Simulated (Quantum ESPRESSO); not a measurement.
# Near-edge structure at the K K edge of K (Im-3m), part 2 of 3

Aim: the near-edge shape at the K K edge of K (Im-3m), and what the core hole does to it.

Quantum ESPRESSO 7.5; X-ray absorption near-edge structure, plane-wave PAW PBEsol, one-electron final states by a Lanczos continued fraction.

So far. Step 2 (Ground state of the crystal): The mesh shows no gap, so the system is treated as a metal and the core electron is put at the Fermi level (neutral cell). Step 3 (Spectrum without a core hole, K atom 1): Main maxima below 30 eV (height): 1.2 eV (0.76), 7.5 eV (2.10), 12.4 eV (1.26), 18.8 eV (1.55), 19.6 eV (1.35), 25.9 eV (1.24) and 27.1 eV (1.24). A K edge sees empty p states on the absorber.

The database entry behind the starting cell lists a temperature near 5 K, so it need not match the best structure at ambient conditions.

## (6) The atom with a core hole

Level of this step: all-electron atom with a core hole and its PAW potential, PBEsol, scalar-relativistic (Quantum ESPRESSO).

The final state has one core electron fewer, so a PAW data set is made for an atom with that hole.

Contents of K.pbesol-spn-kjpaw-1sch.ld1.in:

```
&input
   title='K', zed=19., rel=1, iswitch=3, dft='PBESOL',
   config='1s1 2s2 2p6 3s2 3p6 4s2 4p0 3d-1'
/
&inputp
   file_pseudopw='K.pbesol-spn-kjpaw-1sch.UPF', author='',
   lpaw=.true.,
   pseudotype=3,
   lloc=-1,
   rcloc=1.5,
   which_augfun='PSQ',
   rmatch_augfun_nc=.true.,
   nlcc=.true.,
   new_core_ps=.true.,
   rcore=1.0,
   tm=.true.,
   zval=10,
   lgipaw_reconstruction=.true., use_paw_as_gipaw=.true.
/
6
3S  1  0  2.00  0.00  1.20  1.30  0.0
4S  2  0  2.00  0.00  1.20  1.30  0.0
3P  2  1  6.00  0.00  1.40  1.60  0.0
4P  3  1  0.00  0.00  1.40  1.60  0.0
3D  3  2  0.00  0.05  1.20  1.70  0.0
3D  3  2  0.00  1.00  1.20  1.70  0.0
```

Started as:

```console
ld1.x < K.pbesol-spn-kjpaw-1sch.ld1.in > K.pbesol-spn-kjpaw-1sch.ld1.out
```

Log:

```text
     [... banner and references ...]
PAW data will be used for GIPAW calculation
     --------------------------- All-electron run ----------------------------

     K
     scalar relativistic calculation

     atomic number is 19.00
     dft =PBESOL   lsd =0 sic =0 latt =0  beta=0.20 tr2=1.0E-14
     Exchange-correlation= PBESOL
                           (   1   4  10   8   0   0   0)
     mesh =1165 r(mesh) = 100.03909 a.u. xmin = -7.00 dx = 0.01250
     1 Ry =  13.60569312 eV, c = 137.03599908

     n l     nl                  e(Ry)          e(Ha)          e(eV)
     1 0     1S 1( 1.00)      -273.9941      -136.9971     -3727.8797
     2 0     2S 1( 2.00)       -29.4487       -14.7243      -400.6698
     2 1     2P 1( 6.00)       -24.6028       -12.3014      -334.7376
[...]
final scf error:  5.5E-15 reached in  27 iterations

     Etot =    -936.545979 Ry,    -468.272990 Ha,  -12742.357190 eV

     Ekin =     940.839265 Ry,     470.419632 Ha,   12800.770312 eV
     Encl =   -2275.864125 Ry,   -1137.932063 Ha,  -30964.708880 eV
     Eh   =     453.149098 Ry,     226.574549 Ha,    6165.407560 eV
     Exc  =     -54.670216 Ry,     -27.335108 Ha,    -743.826181 eV

     normalization and overlap integrals

     s(1S/1S) =  1.000000  <r> =   0.0799  <r2> =    0.0086  r(max) =   0.0526
     s(1S/2S) = -0.001665
     s(1S/3S) = -0.000582
     s(1S/4S) = -0.000157
     s(2S/2S) =  1.000000  <r> =   0.3725  <r2> =    0.1643  r(max) =   0.3067
[...]
s(2P/2P) =  1.000000  <r> =   0.3293  <r2> =    0.1340  r(max) =   0.2480
     s(2P/3P) = -0.000255
     s(2P/4P) = -0.000054
     s(3S/3S) =  1.000000  <r> =   1.1764  <r2> =    1.5978  r(max) =   1.0056
[...]
Etot =    -936.545979 Ry,    -468.272990 Ha,  -12742.357190 eV

     Ekin =     940.839265 Ry,     470.419632 Ha,   12800.770312 eV
     Encl =   -2275.864125 Ry,   -1137.932063 Ha,  -30964.708880 eV
     Eh   =     453.149098 Ry,     226.574549 Ha,    6165.407560 eV
     Exc  =     -54.670216 Ry,     -27.335108 Ha,    -743.826181 eV

     normalization and overlap integrals

[...]
s(2S/4S) = -0.000086
     s(2P/2P) =  1.000000  <r> =   0.3293  <r2> =    0.1340  r(max) =   0.2480
     s(2P/3P) = -0.000255
     s(2P/4P) = -0.000054
     s(3S/3S) =  1.000000  <r> =   1.1764  <r2> =    1.5978  r(max) =   1.0056
     s(3S/4S) = -0.000047
     s(3P/3P) =  1.000000  <r> =   1.2710  <r2> =    1.9069  r(max) =   1.0440
     s(3P/4P) = -0.000030
     s(4S/4S) =  1.000000  <r> =   4.0624  <r2> =   18.9033  r(max) =   3.4231
     s(4P/4P) =  1.000000  <r> =   5.3188  <r2> =   32.8984  r(max) =   4.3408

     ------------------------ End of All-electron run ------------------------

     ---------------------- Testing the pseudopotential ----------------------

     K
     scalar relativistic calculation

     atomic number is 19.00   valence charge is 10.00
     dft = SLA  PW   PSX  PSC   lsd =0 sic =0 latt =0  beta=0.20 tr2=1.0E-14
     mesh =1165 r(mesh) = 100.03909 xmin = -7.00 dx = 0.01250

     n l     nl             e AE (Ry)        e PS (Ry)    De AE-PS (Ry)
[...]
2 1     3P   1( 6.00)       -2.07606       -2.07604       -0.00002
     3 1     4P   1( 0.00)       -0.10639       -0.10639       -0.00000

     eps = 4.6E-15  iter =  6

     Etot =    -936.545979 Ry,    -468.272990 Ha,  -12742.357190 eV
     Etotps =  -115.894642 Ry,     -57.947321 Ha,   -1576.826936 eV

     Ekin =      88.470619 Ry,      44.235309 Ha,    1203.704089 eV
     Encl =    -206.164384 Ry,    -103.082192 Ha,   -2805.009339 eV
     Ehrt =      56.469409 Ry,      28.234705 Ha,     768.305456 eV
     Ecxc =     -54.670287 Ry,     -27.335143 Ha,    -743.827142 eV
     (Ecc =      -1.309992 Ry,      -0.654996 Ha,     -17.823355 eV)

     ---------------------- End of pseudopotential test ----------------------
```

Wall time 0.71 s (1 MPI rank of Arm Neoverse V2, shared host); peak memory 0.12 GiB.

Removing the core electron and adding it to the valence shell costs the free atom 3619.4 eV.

## (7) Supercell with XCH, K atom 1

The holes are 7.4 Å apart. The excited electron is kept in the cell, where it fills the lowest empty states and screens the hole.

Contents of scf.in:

```
&control
   calculation='scf', prefix='x', pseudo_dir='../pp', outdir='tmp', tprnfor=.true.
/
&system
   ibrav=0, nat=4, ntyp=2, nbnd=23
   ecutwfc=45, ecutrho=310
   occupations='smearing', smearing='mv', degauss=0.015
/
&electrons
   conv_thr=4.0e-08, electron_maxstep=120
   mixing_beta=0.5
/
ATOMIC_SPECIES
K0 1.0 K.pbesol-spn-kjpaw-1sch.UPF
K 1.0 K.pbesol-spn-kjpaw.UPF
CELL_PARAMETERS angstrom
  5.22500000 -5.22500000 0.00000000
  5.22500000 0.00000000 -5.22500000
  5.22500000 0.00000000 5.22500000
ATOMIC_POSITIONS crystal
K0   0.00000000 0.00000000 0.00000000
K    0.00000000 0.50000000 0.50000000
K    0.50000000 0.75000000 0.25000000
K    0.50000000 0.25000000 0.75000000
K_POINTS automatic
5 5 5 0 0 0
```

Started as:

```console
OMP_NUM_THREADS=1 mpirun --oversubscribe --bind-to none -np 4 pw.x -nk 4 -in scf.in > scf.out
```

Log:

```text
     [... banner and references ...]
[banner, memory and clock lines left out]
using ibrav=0 with symmetry is DISCOURAGED, use correct ibrav instead

     G-vector sticks info

     bravais-lattice index     =            0
     lattice parameter (alat)  =      13.9637  a.u.
     unit-cell volume          =    1925.2427 (a.u.)^3
     number of atoms/cell      =            4
     number of atomic types    =            2
     number of electrons       =        37.00
     number of Kohn-Sham states=           23
     kinetic-energy cutoff     =      45.0000  Ry
     charge density cutoff     =     310.0000  Ry
     scf convergence threshold =      4.0E-08
     mixing beta               =       0.5000
     number of iterations used =            8  plain     mixing
     Exchange-correlation= SLA  PW   PSX  PSC
                           (   1   4  10   8   0   0   0)

     celldm(1)=  13.963689  celldm(2)=   0.000000  celldm(3)=   0.000000
     celldm(4)=   0.000000  celldm(5)=   0.000000  celldm(6)=   0.000000

     crystal axes: (cart. coord. in units of alat)
               a(1) = (   0.707107  -0.707107   0.000000 )
               a(2) = (   0.707107   0.000000  -0.707107 )
               a(3) = (   0.707107   0.000000   0.707107 )

     reciprocal axes: (cart. coord. in units 2 pi/alat)
               b(1) = (  0.000000 -1.414214  0.000000 )
               b(2) = (  0.707107  0.707107 -0.707107 )
               b(3) = (  0.707107  0.707107  0.707107 )

     ../pp/K.pbesol-spn-kjpaw-1sch.UPF
     Pseudo is Projector augmented-wave + core cor, Zval = 10.0
     Shape of augmentation charge: PSQ
[...]
k = 0.4243 0.4243 0.1414 (  9819 PWs)   bands (ev):

[...]
k =-0.1414-0.1414-0.4243 (  9821 PWs)   bands (ev):

[...]
k = 0.0000 0.0000-0.2828 (  9785 PWs)   bands (ev):

[...]
k = 0.5657 0.5657-0.0000 (  9831 PWs)   bands (ev):

[...]
k = 0.0000 0.0000-0.5657 (  9817 PWs)   bands (ev):

[...]
0.2919   1.3790   1.9480   2.0445   2.3125   2.3125   2.9391

          k = 0.5657 0.2828-0.0000 (  9814 PWs)   bands (ev):

   -40.0789 -29.9999 -29.8368 -29.8367 -22.7431 -22.7431 -22.7431 -13.5465
   -13.5452 -13.5440 -13.3893 -13.3856 -13.3828 -13.3802 -13.3780 -13.3772
     0.4608   1.2862   1.5321   1.7461   2.6942   2.7246   2.8738

     the Fermi energy is     1.8611 ev

!    total energy              =    -450.12513785 Ry
     total all-electron energy =     -4544.602567 Ry
     estimated scf accuracy    <       0.00000003 Ry
     smearing contrib. (-TS)   =      -0.00076432 Ry
     internal energy E=F+TS    =    -450.12437352 Ry

     The total energy is F=E-TS. E is the sum of the following terms:
     one-electron contribution =    -154.98632424 Ry
     hartree contribution      =      80.55369902 Ry
     xc contribution           =     -44.87483794 Ry
     ewald contribution        =    -126.28449748 Ry
     one-center paw contrib.   =    -204.53241287 Ry

     convergence has been achieved in   6 iterations

     Forces acting on atoms (cartesian axes, Ry/au):

     atom    1 type  1   force =    -0.00000000   -0.00000000   -0.00000000
     atom    2 type  2   force =    -0.00000000   -0.00000000    0.00000000
     atom    3 type  2   force =    -0.00000000   -0.00000000    0.00000000
     atom    4 type  2   force =     0.00000000   -0.00000000   -0.00000000

     Total force =     0.000000     Total SCF correction =     0.000000

     XML data file, charge density, pseudopotentials, collected wavefunctions
```

Wall time 17 s (4 MPI ranks); peak memory 0.28 GiB.

Energy with the hole: -61832.468 eV, cores included.

## (8) Spectrum with XCH, K atom 1

The Lanczos recursion gives the spectrum without computing empty bands; each polarisation needs a run of its own on the full k mesh. xe0 is set between filled and empty states, and states below it are cut, here at the Fermi level, which holds the excited electron. The file of filecore holds the core orbital, taken from the hole-free data set.

Contents of xspectra.in:

```
&input_xspectra
   calculation='xanes_dipole', edge='K'
   prefix='x', outdir='tmp', xiabs=1, xe0=1.8611
   xonly_plot=.false., x_save_file='xanes.sav'
   xniter=3000, xcheck_conv=20, xerror=0.005
   xcoordcrys=.false., xepsilon(1)=1, xepsilon(2)=0, xepsilon(3)=0
/
&plot
   xnepoint=413, xemin=-10, xemax=45, terminator=.true., cut_occ_states=.true.
   xgamma=0.4
/
&pseudos
   filecore='../K.wfc'
/
&cut_occ
   cut_desmooth=0.1, cut_stepl=0.05, cut_stepu=0.05, cut_ierror=1e-5
/
6 6 6 0 0 0
```

Started as:

```console
OMP_NUM_THREADS=1 mpirun --oversubscribe --bind-to none -np 4 xspectra.x -nk 4 -in xspectra.in > xspectra.out
```

Log:

```text
     [... banner and references ...]
Reading input_file

     calculation: xanes_dipole

     xepsilon  [cartesian coordinates]:   1.000000   0.000000   0.000000

     xonly_plot: FALSE
        => complete calculation: Lanczos + spectrum plot

     filecore (core-wavefunction file): ../K.wfc

     main plot parameters:
        cut_occ_states: TRUE
        gamma_mode:  constant
        -> using xgamma [eV]:  0.40
        xemin [eV]: -10.00
        xemax [eV]:  45.00
        xnepoint:  413
        xe0 [eV]:   1.861100 (energy zero read in input file)

     WARNING: variable ef_r is obsolete

                      Reading SCF save directory: x.save

     tmp/x.save/

     Exchange-correlation= PBESOL
                           (   1   4  10   8   0   0   0)

     G-vector sticks info

                           Getting the Fermi energy

     From SCF save directory:
        ehomo [eV]:    2.0572 (highest occupied level)
        elumo [eV]:    2.2472 (lowest occupied level)
        ef    [eV]:    2.0572

     -> ef (in eV) will be written in x_save_file

                           Energy zero of the spectrum

     -> ef will NOT be used as energy zero of the spectrum
       (because xe0 read in input file)

     G-vector sticks info

     bravais-lattice index     =            0
     lattice parameter (alat)  =      13.9637  a.u.
     unit-cell volume          =    1925.2427 (a.u.)^3
     number of atoms/cell      =            4
     number of atomic types    =            2
     number of electrons       =        37.00
     number of Kohn-Sham states=           23
     kinetic-energy cutoff     =      45.0000  Ry
     charge density cutoff     =     310.0000  Ry
     Exchange-correlation= PBESOL
                           (   1   4  10   8   0   0   0)

     celldm(1)=  13.963689  celldm(2)=   0.000000  celldm(3)=   0.000000
     celldm(4)=   0.000000  celldm(5)=   0.000000  celldm(6)=   0.000000

     crystal axes: (cart. coord. in units of alat)
               a(1) = (   0.707107  -0.707107   0.000000 )
               a(2) = (   0.707107   0.000000  -0.707107 )
               a(3) = (   0.707107   0.000000   0.707107 )

     reciprocal axes: (cart. coord. in units 2 pi/alat)
               b(1) = (  0.000000 -1.414214  0.000000 )
               b(2) = (  0.707107  0.707107 -0.707107 )
               b(3) = (  0.707107  0.707107  0.707107 )

     ../pp/K.pbesol-spn-kjpaw-1sch.UPF
     Pseudo is Projector augmented-wave + core cor, Zval = 10.0
     Shape of augmentation charge: PSQ
     Using radial grid of 1165 points,  6 beta functions with:
                l(1) =   0
                l(2) =   0
                l(3) =   1
                l(4) =   1
                l(5) =   2
[...]
Q(r) pseudized with 0 coefficients

     ../pp/K.pbesol-spn-kjpaw.UPF
     Pseudo is Projector augmented-wave + core cor, Zval =  9.0
     Shape of augmentation charge: PSQ
     Using radial grid of 1165 points,  6 beta functions with:
[...]
l(4) =   1
                l(5) =   2
                l(6) =   2
     Q(r) pseudized with 0 coefficients

     atomic species   valence    mass     pseudopotential
     K0               10.00     1.00000     K ( 1.00)
     K                 9.00     1.00000     K ( 1.00)

     48 Sym. Ops., with inversion, found

   Cartesian axes

     site n.     atom                  positions (alat units)
         1        K0     tau(   1) = (   0.0000000   0.0000000   0.0000000  )
         2        K      tau(   2) = (   0.7071068   0.0000000   0.0000000  )
         3        K      tau(   3) = (   1.0606602  -0.3535534  -0.3535534  )
         4        K      tau(   4) = (   1.0606602  -0.3535534   0.3535534  )

     number of k points=   216  Marzari-Vanderbilt smearing, width (Ry)=  0.0150

     Number of k-points >= 100: set verbosity='high' to print them.

     Dense  grid:   177663 G-vectors     FFT dimensions: (  80,  80,  80)

     Smooth grid:    78343 G-vectors     FFT dimensions: (  60,  60,  60)

     The potential is recalculated from file :
     tmp/x.save/charge-density

     Starting wfcs are   32 atomic wfcs
     Checking if some PAW data can be deallocated...

               Reading core wavefunction file for the absorbing atom

     ../K.wfc successfully read

                              Attributing the PAW radii
                     for the absorbing atom [units: Bohr radius]

        PAW proj 1: r_paw(l= 0)= 1.95  (1.5*r_cut)
        PAW proj 2: r_paw(l= 0)= 1.95  (1.5*r_cut)
        PAW proj 3: r_paw(l= 1)= 2.40  (1.5*r_cut)
        PAW proj 4: r_paw(l= 1)= 2.40  (1.5*r_cut)
        PAW proj 5: r_paw(l= 2)= 2.55  (1.5*r_cut)
        PAW proj 6: r_paw(l= 2)= 2.55  (1.5*r_cut)

        NB: The calculation will not necessary use all these r_paw values.
            - For a edge in the electric-dipole approximation,
              only the r_paw(l=1) values are used.
            - For a K edge in the electric-quadrupole approximation,
              only the r_paw(l=2) values are used.

            - For a L2 or L3 edge in the electric-quadrupole approximation,

              all projectors (s, p and d) are used.

                          Starting XANES calculation
                     in the electric dipole approximation

     Method of calculation based on the Lanczos recursion algorithm
        - STEP 1: Construction of a kpoint-dependent Lanczos basis,
          in which the Hamiltonian is tridiagonal (each 'iter'
          corresponds to the calculation of one more Lanczos vector)
        - STEP 2: Calculation of the cross-section as a continued fraction
          averaged over the k-points.

     ... Begin STEP 1 ...

        Radial transition matrix element(s) used in the calculation of the
        initial vector of the Lanczos basis (|tilde{phi}_abs> normalized)
        | For PAW proj. (l=1) #1: radial matrix element =   0.017978267
        | For PAW proj. (l=1) #2: radial matrix element =   0.022283370

NB: the    54 k-point are not all listed below because npool=  4
        |-------------------------------------------------------------
        ! k-point #     1:  ( 0.0000,  0.0000,  0.0000),  0.0093,   1
        |-------------------------------------------------------------
 okvan= T
        |   Norm of the initial Lanczos vector: 0.14460350E-01
        |   Estimated error at iter     20:   1.01472374
        |   Estimated error at iter     40:   0.34415759
        |   Estimated error at iter     60:   0.27454846
        |   Estimated error at iter     80:   0.36664769
        |   Estimated error at iter    100:   0.17702121
[...]
!   => CONVERGED at iter    200 with error=  0.00352920
        |-------------------------------------------------------------
        ! k-point #     2:  ( 0.1179,  0.1179,  0.1179),  0.0093,   1
        |-------------------------------------------------------------
 okvan= T
        |   Norm of the initial Lanczos vector: 0.14447582E-01
[...]
!   => CONVERGED at iter    540 with error=  0.00337272
        |-------------------------------------------------------------
     [... 51 further k-points ...]
        ! k-point #    54:  ( 0.8250,  0.5893,  0.3536),  0.0093,   1
        |-------------------------------------------------------------
 okvan= T
        |   Norm of the initial Lanczos vector: 0.14452421E-01
[...]
|   Estimated error at iter    500:   0.00559416
        |   Estimated error at iter    520:   0.00792848
        |   Estimated error at iter    540:   0.00738085
        !   => CONVERGED at iter    560 with error=  0.00267294

     Results of STEP 1 successfully written in x_save_file
     x_save_file name:
     ->  xanes.sav
     x_save_file version:  2

     ... End STEP 1 ...

     ... Begin STEP 2 ...

     The spectrum is calculated using the following parameters:
        xe0 [eV]:    1.8611
        the occupied states are elimintate from the spectrum
        xemin [eV]: -10.00
        xemax [eV]:  45.00
        xnepoint:  413
        constant broadening parameter [eV]:    0.400
        Core level energy [eV]:  -3608.
         (from electron binding energy of neutral atoms in X-ray data booklet)

     Cross-section successfully written in xanes.dat

     ... End STEP 2 ...

                                END JOB XSpectra
```

The job ended after 2.8 min (4 MPI ranks; peak memory 0.23 GiB; 11 min of CPU time).

The K K spectrum, K atom 1, excited-electron core hole (neutral cell) (energy from the energy zero of the input (xe0, at the border of filled and empty states); intensity scaled to a mean of 1 over the first 20 eV; the points at xe0, where the cut of filled states can leave a spike, are interpolated):

| E (eV) | intensity |
| --- | --- |
| -2.00 | 0.06 |
| -1.25 | 0.10 |
| -0.50 | 0.22 |
| 0.25 | 0.73 |
| 1.00 | 1.23 |
| 1.75 | 0.49 |
| 2.50 | 0.51 |
| 3.25 | 0.94 |
| 4.00 | 0.99 |
| 4.75 | 0.97 |
| 5.50 | 0.82 |
| 6.25 | 1.33 |
| 7.00 | 1.95 |
| 7.75 | 1.16 |
| 8.50 | 0.82 |
| 9.25 | 0.85 |
| 10.00 | 0.77 |
| 10.75 | 0.84 |
| 11.50 | 0.93 |
| 12.25 | 1.04 |
| 13.00 | 1.04 |
| 13.75 | 0.99 |
| 14.50 | 1.04 |
| 15.25 | 0.95 |
| 16.00 | 0.99 |
| 16.75 | 1.13 |
| 17.50 | 1.24 |
| 18.25 | 1.25 |
| 19.00 | 1.04 |
| 19.75 | 1.01 |
| 20.50 | 0.84 |
| 21.25 | 0.87 |
| 22.00 | 0.91 |
| 22.75 | 1.03 |
| 23.50 | 1.02 |
| 24.25 | 0.96 |
| 25.00 | 0.95 |
| 25.75 | 1.05 |
| 26.50 | 0.95 |
| 27.25 | 1.00 |
| 28.00 | 0.79 |
| 28.75 | 0.74 |
| 29.50 | 0.81 |
| 30.25 | 0.88 |
| 31.00 | 1.09 |
| 31.75 | 1.27 |

Main maxima below 30 eV (height): 0.9 eV (1.25), 3.6 eV (1.10), 6.8 eV (2.07), 14.3 eV (1.09), 17.8 eV (1.30) and 25.6 eV (1.06). 

The total-energy difference is 3619.05 eV. One term is added: -19.86 eV, since the hole is spin-paired here and a spin-polarised one costs that much less in the free atom (computed apart). The photon energy is then 3599.19 eV. The tabulated edge of the element is 3608.4 eV. The functional leaves an error in such absolute values: in the free atom PBEsol prices this hole 5.3 eV below PBE (computed apart), and PBE is itself good to a few eV.

(Part 2 of 3 ends here.)

[Banner, clock and machine lines of the logs are left out without a mark of their own.]

[Logs are printed without paths, hosts, clocks, repeated set-up lines and the standing remarks that a program may print on its own settings, such as how far it seeks lower states.]

[Hosts, paths, dates, database ids (printed as entryN), source tags and the programs' standing remarks are cut or masked in the printed files.]

[Lists of maxima count a maximum above −3 eV only where it reaches 4 % of the highest in the window and stands out from its surroundings by 2 % of it (1.5 % where it reaches 55 %); shoulders and weaker maxima are passed over, and of the rest the first, up to two pre-edge ones and the few strongest are named.]
